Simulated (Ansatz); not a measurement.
# Lattice dynamics of Zr2CO2 monolayer, part 2 of 3

Task: relax Zr2CO2 monolayer, then find its harmonic phonons.

Ansatz 0.2.0; DFT PBEsol, scalar-relativistic, plane waves, PAW; PAW set soft_1.

So far. Step 4 (Relaxing to small forces for the phonons): The largest force component left is 0.039 meV/Å, within the tolerances set.

## (5) Zone-centre response

The zone centre comes first: it holds the modes that light can see, as far as symmetry allows. The response to a homogeneous field gives the Born charges and the dielectric tensor, and its change with displacement the Raman tensors.

The input, input.yaml:

```yaml
crystal:
  lattice:
    - [3.2785835253, 0.0, 0.0]
    - [-1.6392917626, 2.8393366213, 0.0]
    - [0.0, 0.0, 32.6]
  atoms:
    - { symbol: C, position: [0.0, 0.0, 0.3067484663] }
    - { symbol: Zr, position: [0.3333333333, 0.6666666667, 0.3493227507] }
    - { symbol: Zr, position: [0.6666666667, 0.3333333333, 0.2641741818] }
    - { symbol: O, position: [0.6666666667, 0.3333333333, 0.3772938616] }
    - { symbol: O, position: [0.3333333333, 0.6666666667, 0.2362030709] }
  periodic: [true, true, false]
kpoints:
  mp_grid: { grid: [12, 12, 1] }
hamiltonian:
  xc: pbesol
  pseudopotentials: { kind: paw, azcp: { folder: soft_1 }, xc_functional: pbe }
scf:
  occupations: { method: fixed }
output:
  eigenvalues: true
phonons:
  method: dfpt
  dielectric: true
  raman: true
```

Run with:

```bash
$ ansatz run input.yaml --threads 4 --pin off --max-ram 16384MiB --backend cpu --events-out ev --progress --plain --runs-dir out
```

Numbers of over 12 decimals in the logs are rounded to 6 here.

Output:

```text
Warning: phonons.dielectric: true without phonons.rigid_motions: the static dielectric tensor ε⁰ will be withheld (ε∞, Z* and the rows of modes are given); for a crystal or a slab, whose only rigid motions are the translations, set phonons.rigid_motions: translations
Warning: crystal.symmetry: narrowed to the stabiliser of the run's FFT grids — unitary ops 12 → 6. A phonons.method: dfpt run fills in the rows of the dynamical matrix that it does not solve by its symmetry operations, which is exact only for operations that map its FFT grids onto themselves: filled in by any other, the frequencies could depend on the order in which like atoms are typed, or, by more than the grids' own error, on where the crystal sits among the grids' points. Excluded: 6 operations. The run can therefore solve more perturbations, solve them on more k-points, or both, and cost more. [rest of the remark cut]
[...]
Crystal: 5 atoms, lattice volume = 303.473 Å³
Basis set: ecut = 420 eV, 6073 PW (Γ), exchange–correlation on 48×48×450 points (8 copies of the dense FFT grid, shifted against one another)
Bands: 25, of which v1, the nominal top of the filled ones, is band 20 counted from 1 (19 counted from 0)
Symmetry: 12 space group operations
k-points: 43 of 144 (irreducible under 2 space group operations, time reversal used)
[...]
SCF iter   1: F=—  HF=-9637.960797 eV  |F-HF|=—  |Δ(HF+E_count)|=         —  Δρ=7.50e-2  dr2=2.26e1  ethr=3.10e-3  ⟨swp⟩=7.9  Hψ=6734  notcnv=0  defer=121
[...]
SCF iter  13: F=-9631.951258 eV  HF=-9631.951258 eV  |F-HF|=6.00e-11  |Δ(HF+E_count)|=  6.73e-11  Δρ=6.14e-8  dr2=1.48e-11  ethr=1.00e-12  ⟨swp⟩=24.5  Hψ=11551  notcnv=0
SCF 1 converged in 13 iterations: F = -9631.951258 eV  dr2 = 1.48e-11
[...]
DFPT response loops at Γ: preconditioner auto → none (the input reference at scf.mixing.eps_inf says where Resta's filter doesn't serve); β = 0.50; Broyden in place of MSR1
── the response to a field inside a basis, on 20×20×2 k-points: an SCF that follows is theirs, and a resumed run solves both again ──
Bands: 21, of which v1, the nominal top of the filled ones, is band 20 counted from 1 (19 counted from 0)
k-points: 210
[...]
Eigensolver: Dense (210 Hₖ)
SCF iter   1: F=—  HF=-9631.942988 eV  |F-HF|=—  |Δ(HF+E_count)|=         —  Δρ=1.03e-4  dr2=8.08e-6  ethr=1.00e-1
[...]
SCF iter   7: F=-9631.942989 eV  HF=-9631.942989 eV  |F-HF|=2.91e-11  |Δ(HF+E_count)|=  2.98e-10  Δρ=8.41e-8  dr2=3.84e-11  ethr=1.85e-12
SCF 1 converged in 7 iterations: F = -9631.942989 eV  dr2 = 3.84e-11
[...]
SCF converged after 13 iterations
Free energy (F): -9631.951258 eV
[...]
Internal energy: -9631.951258 eV  (E = F + TS)
E sigma→0 (E₀):  -9631.951258 eV
Fermi energy:    -5.346463 eV
[...]
--- Band table (eV; the first three rows and the last of 43) ---
  k-point 0: bands = [... 16 lower, -9.6226, -6.5726, -5.3465, -5.3465, -3.5168, -3.5168, -3.0734, -2.0542, ... 1 higher]
  k-point 1: bands = [... 16 lower, -9.5076, -6.4415, -5.9052, -5.6172, -3.5225, -3.1808, -2.9729, -2.0149, ... 1 higher]
  k-point 2: bands = [... 16 lower, -9.2616, -6.9218, -6.2688, -6.0628, -3.8477, -2.6365, -2.5253, -1.7568, ... 1 higher]
  k-point 42: bands = [... 16 lower, -8.9934, -7.6454, -7.5482, -7.1206, -3.4011, -2.3611, -1.7844, -1.4859, ... 1 higher]
--- Phonons (Γ-DFPT): 10 representative perturbations + reference, on 43 of 144 k-points (Σ response iterations 44) ---
  ASR residual: 9.602e-5 → 0.000e0 eV/Å²; symmetrization residual: 4.997e-6 eV/Å²
  The last average, over the group as it would stand without the narrowing to the FFT grids, took up to 9.081e-7 eV/Å² of the zone centre's force constants
  ASR residual per site (eV/Å²): 1.13e-5 9.60e-5 9.57e-5 8.87e-5 8.66e-5
  Γ frequencies (cm⁻¹): 0.00 0.00 0.00 114.69 114.69 230.81 290.16 290.16 424.52 424.52 494.01 494.01 518.47 524.03 700.25
  ε∞ (high-frequency dielectric tensor):
        3.368874     0.000000     0.000000
        0.000000     3.368874    -0.000000
        0.000000    -0.000000     1.170275
  α∞ (the layer's polarisability for a field applied outside it; Å, Gaussian; ε∞ is over the cell's 32.600 Å):
        6.145393     0.000000     0.000000
        0.000000     6.145393    -0.000000
        0.000000    -0.000000     0.441731
  ε⁰ (static dielectric tensor): not given — the deck does not say what the cell's rigid motions are, and on a molecule in a box or a wire the rigid rotations would enter the sum over the modes at Γ. For a crystal or a slab, whose only rigid motions are the translations, set phonons.rigid_motions: translations.
  Born effective charges Z* (e; rows j = field, columns β = displacement):
    site 0:
        -5.25806   -0.00000    0.00000
         0.00000   -5.25806    0.00000
        -0.00000    0.00000   -0.33027
    site 1:
         6.29710    0.00000    0.00000
         0.00000    6.29710   -0.00000
         0.00000   -0.00000    0.57144
    site 2:
         6.29710    0.00000    0.00000
         0.00000    6.29710   -0.00000
         0.00000   -0.00000    0.57144
    site 3:
        -3.66807   -0.00000   -0.00000
        -0.00000   -3.66807   -0.00000
         0.00000   -0.00000   -0.40630
    site 4:
        -3.66807   -0.00000   -0.00000
        -0.00000   -3.66807    0.00000
         0.00000   -0.00000   -0.40630
  Z* charge neutrality: 2.313e-3 e pre-enforcement
  solved inside a basis spanned on kpoints, on 20×20×2 k-points transformed towards the longest dipole: ε∞ is read to err by 1.6e-2, Z* by 4.6e-2 e (field_mesh: kpoints solves on kpoints); Z* is corrected for what the basis lacks
  Raman tensors (in the event stream and the table raman_tensors.tsv): an entry may err by 9.5e-2 Å², one of the second-order susceptibility by 1.1e-19 pm/V (basis, points and sum rule); their sum over the sites missed zero by 3.109e-15 Å² ahead of its enforcement
  optical modes at Γ without the LO–TO term, one row a degenerate level:
      ω (cm⁻¹)  modes    IR ((D/Å)²/amu)  static Raman (Å⁴/amu)  depolarisation
        114.69      2             0.0000               126.7403           0.750
        230.81      1             0.0000               587.5394           0.118
        290.16      2           218.0956                 0.0000               —
        424.52      2             0.0000                72.0253           0.750
        494.01      2             5.8367                 0.0000               —
        518.47      1             0.6019                 0.0000               —
        524.03      1             0.0000               182.8308           0.112
        700.25      1             0.2488                 0.0000               —
```

Run time: 18 min. Hardware: 4 threads of Arm Neoverse V2, shared host; peak memory 4 GiB.

Numbers from this step:

- sum-rule residual before enforcement: 9.60e-5 eV/Å²
- miss of the charge sum rule: 0.002313 e
- estimated error of the dielectric tensor: 0.01596
- estimated error of the Born charges: 0.04552 e
- point group: -3m
- highest optical mode at the zone centre (no LO-TO term): 700.2 cm⁻¹
- lowest optical zone-centre mode: 114.7 cm⁻¹
- largest Born charge (third of the trace): 4.389 e

Without the LO-TO term. Patterns of degenerate modes are one choice out of their space. Modes at Γ, with each element's share of the kinetic energy:

| mode | frequency (cm⁻¹) | symmetry | C % | Zr % | O % |
| --- | --- | --- | --- | --- | --- |
| 1 | 0.0 | acoustic | 5 | 81 | 14 |
| 2 | 0.0 | acoustic | 5 | 81 | 14 |
| 3 | 0.0 | acoustic | 5 | 81 | 14 |
| 4 | 114.7 | Eg | 0 | 92 | 8 |
| 5 | 114.7 | Eg | 0 | 92 | 8 |
| 6 | 230.8 | A1g | 0 | 80 | 20 |
| 7 | 290.2 | Eu | 32 | 19 | 49 |
| 8 | 290.2 | Eu | 32 | 19 | 49 |
| 9 | 424.5 | Eg | 0 | 8 | 92 |
| 10 | 424.5 | Eg | 0 | 8 | 92 |
| 11 | 494.0 | Eu | 62 | 0 | 37 |
| 12 | 494.0 | Eu | 62 | 0 | 37 |
| 13 | 518.5 | A2u | 0 | 14 | 86 |
| 14 | 524.0 | A1g | 0 | 20 | 80 |
| 15 | 700.2 | A2u | 95 | 5 | 0 |

Displacements in mode 5 (114.7 cm⁻¹), the largest set to 1:
```
C1   0.00  0.00  0.00
Zr2  1.00 -0.42  0.00
Zr3 -1.00  0.42  0.00
O4   0.70 -0.29  0.00
O5  -0.70  0.29  0.00
```

Displacements in mode 10 (424.5 cm⁻¹), the largest set to 1:
```
C1   0.00  0.00  0.00
Zr2 -0.12 -0.01  0.00
Zr3  0.12  0.01  0.00
O4   1.00  0.06  0.00
O5  -1.00 -0.06  0.00
```

High-frequency dielectric tensor, averaged over the cell of height 32.6 Å or as lengthened by the program, vacuum included. Tensor:

|  | x | y | z |
| --- | --- | --- | --- |
| x | 3.369 | 0 | 0 |
| y | 0 | 3.369 | 0 |
| z | 0 | 0 | 1.17 |

Born charge (rows field, columns displacement) (e), principal values of the symmetric part by kind of site:

| atom | atoms with these values | low | middle | high | mean |
| --- | --- | --- | --- | --- | --- |
| C1 | 1 | -5.26 | -5.26 | -0.33 | -3.62 |
| Zr2 | 2 | 0.57 | 6.30 | 6.30 | 4.39 |
| O4 | 2 | -3.67 | -3.67 | -0.41 | -2.58 |

In full for Zr2:

```
6.30 0.00 0.00
0.00 6.30 0.00
0.00 0.00 0.57
```

Transverse modes. Lines of the infrared spectrum (strongest = 100):

| position (cm⁻¹) | label | relative intensity |
| --- | --- | --- |
| 115 | Eg | 0.0 |
| 231 | A1g | 0.0 |
| 290 | Eu | 100 |
| 424 | Eg | 0.0 |
| 494 | Eu | 2.7 |
| 518 | A2u | 0.3 |
| 524 | A1g | 0.0 |
| 700 | A2u | 0.1 |

Activity x (w_L - w)^4 (n + 1)/w, 532 nm, 300 K; the tensors are static ones, while 532 nm light lies above the computed direct gap, where resonance would change the heights. Lines of the Raman spectrum (strongest = 100):

| position (cm⁻¹) | label | relative intensity |
| --- | --- | --- |
| 115 | Eg | 70 |
| 231 | A1g | 100 |
| 290 | Eu | 0.0 |
| 424 | Eg | 4.9 |
| 494 | Eu | 0.0 |
| 518 | A2u | 0.0 |
| 524 | A1g | 9.4 |
| 700 | A2u | 0.0 |

Before it was imposed, the acoustic sum rule was missed by 9.6e-5 eV/Å² and the charge sum rule by 0.0023 e. Small misses are needed for a sound result but don't prove that mesh and cutoff are converged. The lowest optical mode is real, 115 cm⁻¹.

(Continued in part 3 of 3.)

[Logs are printed without paths, hosts, clocks, repeated set-up lines and the standing remarks that a program may print on its own settings, such as how far it seeks lower states.]

[Hosts, paths, dates, database ids (printed as entryN), source tags and the programs' standing remarks are cut or masked in the printed files.]
